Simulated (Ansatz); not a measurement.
**Au (Fm-3m): phonon-mediated transition temperature**

Wanted: λ, ω_log and Tc of Au (Fm-3m). The cell shown first is a relaxed one, from steps not shown here.

Program: Ansatz 0.2.0. Level of theory: DFT PBE, scalar-relativistic, plane waves, PAW, in the first sound run; inputs show where later runs differ. Results are calculated unless marked as measured.

**1. The cell after earlier relaxation steps**

The structure is cubic, space group Fm-3m (No. 225). Conventional cell: a = 4.159 Å, b = 4.159 Å, c = 4.159 Å, α = 90.00°, β = 90.00°, γ = 90.00°. Nearest to Au lie 12 Au at 2.94 Å.

**2. Resistivity: finite displacements**

The run that gives the couplings also evaluates McMillan's and Allen and Dynes's formulas and, where asked, the Eliashberg equations, over a range of μ*.

File input.yaml:

```yaml
crystal:
  lattice:
    - [0.0, 2.0796649828, 2.0796649828]
    - [2.0796649828, 0.0, 2.0796649828]
    - [2.0796649828, 2.0796649828, 0.0]
  atoms:
    - { symbol: Au, position: [0.0, 0.0, 0.0] }
kpoints:
  mp_grid: { grid: [9, 9, 9] }
hamiltonian:
  xc: pbe
scf:
  occupations: { method: methfessel_paxton, width: 0.2 }
output:
  eigenvalues: true
phonons:
  method: fd
  supercell: [3, 3, 3]
  temperatures: { t_max: 1000, t_step: 50 }
  qpath:
    path:
      - [[0.0, 0.0, 0.0], [0.5, 0.0, 0.5], [0.625, 0.25, 0.625]]
      - [[0.375, 0.375, 0.75], [0.0, 0.0, 0.0], [0.5, 0.5, 0.5], [0.5, 0.25, 0.75], [0.5, 0.0, 0.5]]
    npoints: 10
  electrical_resistivity:
    mesh: [16, 16, 16]
    temperatures: [20.0, 50.0, 80.0, 100.0, 150.0, 200.0, 273.0, 300.0, 400.0, 500.0, 600.0, 800.0]
  superconductivity: { mesh: [16, 16, 16], eliashberg_equations: false }
```

Started as:

```console
$ ansatz run input.yaml --threads 4 --pin off --max-ram 10240MiB --backend cpu --events-out ev --progress --plain --runs-dir out
```

Numbers of over 12 decimals in the logs are rounded to 6 here.

Log:

```text
Engine: ansatz 0.2.0, aarch64-unknown-linux-gnu
Pseudopotentials: kind: paw
Pseudopotential: Au, paw, valence charge 19, recommended cutoff 420 eV (normal), Au.paw.azcp
Functional definition: PBE
  parameter kappa = 0.804
  parameter beta = 0.066725
  exchange = pbe_x(kappa = kappa, mu = beta*pi^2/3)
  correlation = pbe_c(beta = beta)
Crystal: 27 atoms, lattice volume = 485.706 Å³
Basis set: ecut = 420 eV, 9409 PW (Γ), exchange–correlation on 120×120×120 points (8 copies of the dense FFT grid, shifted against one another)
Bands: 378, of which v1, the nominal top of the filled ones, is band 257 counted from 1 (256 counted from 0)
Symmetry: 1296 space group operations
k-points: 4 of 27
Non-local potential: Au, projectors of the file, l = 0: 3, l = 1: 2, l = 2: 2, l = 3: 1
PAW form: soft (Blöchl's): semilocal exchange-correlation on the pseudo side does not see the compensation charge
PAW one-centre angular grid: Au, 590 points (default); XC on 64 Gauss nodes
Initial density: handed on by an earlier stage of this run
Initial wavefunctions: those handed on with the density
Functional: x = pbe(κ = 0.804, μ = 0.219515), c = pbe(β = 0.066725)
SCF iter   1: F=—  HF=-355032.500858 eV  |F-HF|=—  |Δ(HF+E_count)|=         —  Δρ=3.43e-8  dr2=6.59e-12  ethr=1.00e-12  ⟨swp⟩=3.0  Hψ=3538  notcnv=0
preconditioner: auto → Resta (q_TF=auto, 2.753 Å⁻¹)  ε∞=4.5  [insulator: Δε(μ)=0.557 eV  Ē_g=15.466 eV  σ=0.200 eV  W_gap=0.61  n_scr=168 (ndim 8)  ℏωp=29.0 eV  f_vac=0.000  D(μ)=0.99/eV (n_scr^D=0)  ε∞_Penn≈4.5]
SCF iter   2: F=-355032.500858 eV  HF=-355032.500858 eV  |F-HF|=2.33e-10  |Δ(HF+E_count)|=  1.75e-10  S|Δr|=    0.00e0  Δρ=1.89e-8  dr2=1.82e-12  ethr=1.00e-12  ⟨swp⟩=2.0  Hψ=2556  notcnv=0
SCF 1 converged in 2 iterations: F = -355032.500858 eV  dr2 = 1.82e-12
  greatest PAW one-centre occupation: 1.000 electrons in one spin orbital (limit 2), on the Au atom at site 26 (counted from 0), in its partial waves of l = 0
Symmetry: 8 space group operations
k-points: 6 of 27 (time reversal used)
iter 1 solved again at ethr=1.08e-8 eV; its pass at ethr=3.10e-3 eV (dr2=5.52e-5 eV) is discarded
SCF iter   1: F=—  HF=-355032.502364 eV  |F-HF|=—  |Δ(HF+E_count)|=         —  Δρ=3.75e-5  dr2=4.65e-6  ethr=1.08e-8  ⟨swp⟩=2.5  Hψ=7781  notcnv=0  defer=7
SCF iter   2: F=—  HF=-355032.500841 eV  |F-HF|=—  |Δ(HF+E_count)|=   1.52e-3  S|Δr|=    0.00e0  Δρ=2.03e-5  dr2=1.25e-6  ethr=9.06e-10  ⟨swp⟩=2.0  Hψ=2426  notcnv=0  defer=7
SCF iter   3: F=—  HF=-355032.500841 eV  |F-HF|=—  |Δ(HF+E_count)|=   2.44e-7  S|Δr|=    0.00e0  Δρ=2.06e-6  dr2=1.81e-8  ethr=2.43e-10  ⟨swp⟩=2.2  Hψ=2751  notcnv=0  defer=7
SCF iter   4: F=—  HF=-355032.500841 eV  |F-HF|=—  |Δ(HF+E_count)|=  6.98e-10  S|Δr|=    0.00e0  Δρ=7.03e-7  dr2=2.56e-9  ethr=3.53e-12  ⟨swp⟩=2.0  Hψ=2979  notcnv=0  defer=7
SCF iter   5: F=—  HF=-355032.500841 eV  |F-HF|=—  |Δ(HF+E_count)|=  5.24e-10  S|Δr|=    0.00e0  Δρ=1.79e-7  dr2=1.25e-10  ethr=1.00e-12  ⟨swp⟩=2.0  Hψ=2492  notcnv=0  defer=7
SCF iter   6: F=-355032.500841 eV  HF=-355032.500841 eV  |F-HF|=5.82e-11  |Δ(HF+E_count)|=  5.82e-11  S|Δr|=    0.00e0  Δρ=2.27e-8  dr2=2.78e-12  ethr=1.00e-12  ⟨swp⟩=4.7  Hψ=8109  notcnv=0
SCF 2 converged in 6 iterations: F = -355032.500841 eV  dr2 = 2.78e-12
  greatest PAW one-centre occupation: 1.000 electrons in one spin orbital (limit 2), on the Au atom at site 15 (counted from 0), in its partial waves of l = 0
Crystal: 1 atoms, lattice volume = 17.989 Å³
Basis set: ecut = 420 eV, 339 PW (Γ), exchange–correlation on 40×40×40 points (8 copies of the dense FFT grid, shifted against one another)
Bands: 14, of which v1, the nominal top of the filled ones, is band 10 counted from 1 (9 counted from 0)
Symmetry: 48 space group operations
k-points: 35 of 729
Initial density: superposition of atomic densities (neutral atoms: chi_scale 0, normalization atom), corrected by the library's trained network
Initial wavefunctions: pseudopotential atomic-orbital guess
SCF iter   1: F=—  HF=-13149.351441 eV  |F-HF|=—  |Δ(HF+E_count)|=         —  Δρ=1.56e-3  dr2=1.24e-4  ethr=1.77e-3  ⟨swp⟩=4.1  Hψ=2313  notcnv=0
preconditioner: auto → none  [insulator: Δε(μ)=0.558 eV  Ē_g=15.491 eV  σ=0.200 eV  W_gap=0.61  n_scr=8 (ndim 8)  ℏωp=29.0 eV  f_vac=0.000  D(μ)=0.04/eV (n_scr^D=0)  ε∞_Penn≈4.5]
SCF iter   2: F=—  HF=-13149.351810 eV  |F-HF|=—  |Δ(HF+E_count)|=   3.69e-4  S|Δr|=    0.00e0  Δρ=8.03e-4  dr2=3.04e-5  ethr=6.53e-7  ⟨swp⟩=2.7  Hψ=1097  notcnv=0
SCF iter   3: F=—  HF=-13149.351886 eV  |F-HF|=—  |Δ(HF+E_count)|=   7.66e-5  S|Δr|=    0.00e0  Δρ=2.46e-4  dr2=1.06e-5  ethr=1.60e-7  ⟨swp⟩=2.0  Hψ=678  notcnv=0
SCF iter   4: F=—  HF=-13149.351883 eV  |F-HF|=—  |Δ(HF+E_count)|=   3.23e-6  S|Δr|=    0.00e0  Δρ=3.52e-5  dr2=1.35e-7  ethr=5.60e-8  ⟨swp⟩=2.1  Hψ=662  notcnv=0
SCF iter   5: F=—  HF=-13149.351884 eV  |F-HF|=—  |Δ(HF+E_count)|=   5.45e-7  S|Δr|=    0.00e0  Δρ=7.57e-6  dr2=3.29e-9  ethr=7.09e-10  ⟨swp⟩=2.1  Hψ=696  notcnv=0
SCF iter   6: F=—  HF=-13149.351884 eV  |F-HF|=—  |Δ(HF+E_count)|=   4.59e-9  S|Δr|=    0.00e0  Δρ=6.73e-7  dr2=7.33e-11  ethr=1.73e-11  ⟨swp⟩=2.0  Hψ=669  notcnv=0
SCF iter   7: F=-13149.351884 eV  HF=-13149.351884 eV  |F-HF|=1.46e-11  |Δ(HF+E_count)|=  9.09e-12  S|Δr|=    0.00e0  Δρ=2.86e-7  dr2=1.60e-11  ethr=1.00e-12  ⟨swp⟩=2.0  Hψ=886  notcnv=0
SCF 3 converged in 7 iterations: F = -13149.351884 eV  dr2 = 1.60e-11
  greatest PAW one-centre occupation: 1.000 electrons in one spin orbital (limit 2), on the Au atom at site 0 (counted from 0), in its partial waves of l = 0
NSCF: frozen V_eff on 35 k-points
NSCF: frozen V_eff on 72 k-points
[...]
SCF converged after 2 iterations
Stability not checked: this state was not tested for a lower state beside it, because cold or Methfessel-Paxton smearing, or corrected tetrahedra, fill the levels in a way that the test cannot read (fill_not_monotonic; see scf.lower_state_search)
Free energy (F): -355032.500858 eV
Harris-Foulkes:  -355032.500858 eV  (|F-HF|=2.33e-10)
Internal energy: -355032.515399 eV  (E = F + TS)
E sigma→0 (E₀):  -355032.504493 eV
Entropy (-TS):   0.014541 eV (0.539 meV/atom)
Fermi energy:    19.368267 eV
--- Per-component energies (eV) ---
  E_band       = -6212.073903
  E_kinetic    = 16310.274577
  E_local      = -48182.344738  (includes V_loc(G=0)·N_el)
  E_nonlocal   = 2008.139160
  E_hartree    = 20416.691954
  E_xc         = -6146.656626
  E_vxc        = -7418.189691  (∫ρ·V_xc dr)
  E_paw        = -262082.360347  (= ΣΔE_a)
  E_vpaw       = -9763.374794  (= ΣTr[D̂ρ^β])
  E_aug_tail   = 0.037357  (compensation charges beyond the density's cutoff)
  E_ewald      = -77356.296735
[...]
500.00      5.0146e0             yes      5.0146e0      5.0146e0      5.0146e0        5.2769e0          5.1312e0
    600.00      6.0352e0             yes      6.0352e0      6.0352e0      6.0352e0        6.3541e0          6.1744e0
    800.00      8.0835e0             yes      8.0835e0      8.0835e0      8.0834e0        8.5229e0          8.2657e0
  mean free path at 20 K (of a tensor a third of its trace): 3726 nm by what each carries, 3000 by the Fermi surface alone
  Hall coefficient in a weak field at 20 K (a third of the trace): -9.504e-11 m³/C (as a tensor it moves by 0.9 % between the two finest meshes); by each state's relaxation time: -9.268e-11 m³/C; by a constant relaxation time: -8.646e-11 m³/C
  mean free path at 50 K (of a tensor a third of its trace): 285 nm by what each carries, 262 by the Fermi surface alone
  Hall coefficient in a weak field at 50 K (a third of the trace): -8.721e-11 m³/C (as a tensor it moves by 0.6 % between the two finest meshes); by each state's relaxation time: -8.329e-11 m³/C; by a constant relaxation time: -8.646e-11 m³/C
  mean free path at 80 K (of a tensor a third of its trace): 134 nm by what each carries, 128 by the Fermi surface alone
  Hall coefficient in a weak field at 80 K (a third of the trace): -8.315e-11 m³/C (as a tensor it moves by 0.8 % between the two finest meshes); by each state's relaxation time: -8.113e-11 m³/C; by a constant relaxation time: -8.638e-11 m³/C
  mean free path at 100 K (of a tensor a third of its trace): 100 nm by what each carries, 96.2 by the Fermi surface alone
  Hall coefficient in a weak field at 100 K (a third of the trace): -8.230e-11 m³/C (as a tensor it moves by 1.2 % between the two finest meshes); by each state's relaxation time: -8.066e-11 m³/C; by a constant relaxation time: -8.632e-11 m³/C
  mean free path at 150 K (of a tensor a third of its trace): 62.6 nm by what each carries, 60.5 by the Fermi surface alone
  Hall coefficient in a weak field at 150 K (a third of the trace): -8.162e-11 m³/C (as a tensor it moves by 1.7 % between the two finest meshes); by each state's relaxation time: -8.031e-11 m³/C; by a constant relaxation time: -8.622e-11 m³/C
  mean free path at 200 K (of a tensor a third of its trace): 46.0 nm by what each carries, 44.4 by the Fermi surface alone
  Hall coefficient in a weak field at 200 K (a third of the trace): -8.146e-11 m³/C (as a tensor it moves by 1.8 % between the two finest meshes); by each state's relaxation time: -8.025e-11 m³/C; by a constant relaxation time: -8.619e-11 m³/C
  mean free path at 273 K (of a tensor a third of its trace): 33.2 nm by what each carries, 32.2 by the Fermi surface alone
  Hall coefficient in a weak field at 273 K (a third of the trace): -8.142e-11 m³/C (as a tensor it moves by 1.8 % between the two finest meshes); by each state's relaxation time: -8.026e-11 m³/C; by a constant relaxation time: -8.619e-11 m³/C
  mean free path at 300 K (of a tensor a third of its trace): 30.2 nm by what each carries, 29.2 by the Fermi surface alone
  Hall coefficient in a weak field at 300 K (a third of the trace): -8.142e-11 m³/C (as a tensor it moves by 1.8 % between the two finest meshes); by each state's relaxation time: -8.027e-11 m³/C; by a constant relaxation time: -8.620e-11 m³/C
  mean free path at 400 K (of a tensor a third of its trace): 22.5 nm by what each carries, 21.7 by the Fermi surface alone
  Hall coefficient in a weak field at 400 K (a third of the trace): -8.149e-11 m³/C (as a tensor it moves by 1.7 % between the two finest meshes); by each state's relaxation time: -8.032e-11 m³/C; by a constant relaxation time: -8.622e-11 m³/C
  mean free path at 500 K (of a tensor a third of its trace): 17.9 nm by what each carries, 17.3 by the Fermi surface alone
  Hall coefficient in a weak field at 500 K (a third of the trace): -8.160e-11 m³/C (as a tensor it moves by 1.6 % between the two finest meshes); by each state's relaxation time: -8.037e-11 m³/C; by a constant relaxation time: -8.624e-11 m³/C
  mean free path at 600 K (of a tensor a third of its trace): 14.9 nm by what each carries, 14.4 by the Fermi surface alone
  Hall coefficient in a weak field at 600 K (a third of the trace): -8.173e-11 m³/C (as a tensor it moves by 1.5 % between the two finest meshes); by each state's relaxation time: -8.044e-11 m³/C; by a constant relaxation time: -8.626e-11 m³/C
  mean free path at 800 K (of a tensor a third of its trace): 11.1 nm by what each carries, 10.8 by the Fermi surface alone
  Hall coefficient in a weak field at 800 K (a third of the trace): -8.203e-11 m³/C (as a tensor it moves by 1.4 % between the two finest meshes); by each state's relaxation time: -8.058e-11 m³/C; by a constant relaxation time: -8.629e-11 m³/C
  the resistivity times a path that all electrons share, by the Fermi surface of the deck's mesh alone (a third of the trace): 8.691e-16 Ω·m²
  not converged in the mesh (λ; λ_tr; the resistivity at 20 K by 8.35 %; the resistivity at 50 K by 3.58 %; the resistivity at 80 K by 2.69 %; the resistivity at 100 K by 2.48 %; the resistivity at 150 K by 2.27 %; the resistivity at 200 K by 2.18 %; the resistivity at 273 K by 2.08 %; the resistivity at 300 K by 2.05 %): between neighbouring meshes, the two finest first, λ moves by 4.23 % and 13.74 %, λ_tr by 7.30 % and 19.86 % and the resistivity by up to 8.35 % and 4.84 %; an estimate, no bound, puts it up to 5.0e-7 % above the Boltzmann equation's exact value after up to 5 iterations (at most 30 are made, fewer where the estimate is under 1.0e-6 % of each spin channel's own resistivity)
  vibrations of 27 cells: unjudged by the run; compare a larger repeat
  the changes of the potential over all sites missed a rigid shift's by 0.00 % (the site terms' by 0.03 %)
  at the force constants' own smearing the fine mesh and the k-points of their solves give squared frequencies that differ by 4.3 % of the larger at the most, at (0, 0.3333, -0.3333)
--- Superconductivity: potentials and phonons of a 3×3×3 supercell ---
  pairing by harmonic phonons, in the closed forms alone; spin fluctuations are left out, and so is spin–orbit coupling
           mesh         λ    ħω_log (meV)  μ* declared at (meV)
       16×16×16    0.1990           8.160                9.674
          8×8×8    0.2074           8.132                9.555
          4×4×4    0.2359           7.992                9.386
  λ by the species' shares of the modes' patterns: Au 0.1990
  transition temperature on the deck's mesh (K), isotropic and anisotropic, restricted to the Fermi surface (FSR) and over the full bandwidth (FBW), and the last with the density of states resolved in a narrower window:
        μ*   McMillan   Allen–Dynes      iso. FSR      iso. FBW    aniso. FSR    aniso. FBW  narrow window
      0.08      0.001         0.001             -             -             -             -              -
      0.10      0.000         0.000             -             -             -             -              -
      0.12      0.000         0.000             -             -             -             -              -
      0.13      0.000         0.000             -             -             -             -              -
      0.14      0.000         0.000             -             -             -             -              -
      0.16      0.000         0.000             -             -             -             -              -
      0.20          -             -             -             -             -             -              -
  not judged without the Eliashberg equations: between neighbouring meshes, the two finest first, λ moves by 4.23 % and 13.74 %
  vibrations of 27 cells: unjudged by the run; compare a larger repeat
  the changes of the potential over all sites missed a rigid shift's by 0.00 % (the site terms' by 0.03 %)
  at the force constants' own smearing the fine mesh and the k-points of their solves give squared frequencies that differ by 4.3 % of the larger at the most, at (0, 0.3333, -0.3333)
```

Run time: 92 s. Hardware: 4 threads of Arm Neoverse V1, shared host; peak memory 3.9 GiB; 6 min of CPU time.

The column dr2 measures how far the density is from self-consistency, as an energy; F and HF (Harris–Foulkes) agree once it is small.

This step gave:

* volume per atom: 17.99 Å³
* metallic on mesh: yes
* gap on the k-mesh: 0 eV
* zero point energy: 0.01511 eV/cell
* share of imaginary modes in the plain interpolation between solved wavevectors: 0
* highest frequency, solved or plainly interpolated: 135 cm⁻¹
* Debye temperature (second moment): 160 K
* resistivity at 300 K: 2.978 μΩ cm
* coupling constant λ: 0.199
* density of states at the Fermi level: 0.1467 states/eV a spin and cell
* log mean phonon energy ħω_log: 8.16 meV
* transport coupling constant λ_tr: 0.1985, 0.1985, 0.1985 (xx, yy, zz)
* Drude plasma energy: 8.709, 8.709, 8.709 eV (xx, yy, zz)
* resistivity times mean free path: 8.691, 8.691, 8.691 × 10⁻¹⁶ Ω m² (xx, yy, zz)
* second-moment phonon energy ħω₂: 9.674 meV
* coupling λ by branch: 0.0743, 0.0834, 0.0414 (branches by rank of frequency)

An empty cell: under 1 mK by a formula, or no transition down to the floor of the Eliashberg search. Transition temperatures:

```
  μ*  McMillan Tc (K)  Allen–Dynes Tc (K)
0.08                -                   -
 0.1                -                   -
0.12                -                   -
0.13                -                   -
0.14                -                   -
0.16                -                   -
 0.2                -                   -
```

(Part 1 of 2 ends here.)

[Logs are printed without paths, hosts, clocks, repeated set-up lines and the standing remarks that a program may print on its own settings, such as how far it seeks lower states.]

[Hosts, paths, dates, database ids (printed as entryN), source tags and the programs' standing remarks are cut or masked in the printed files.]
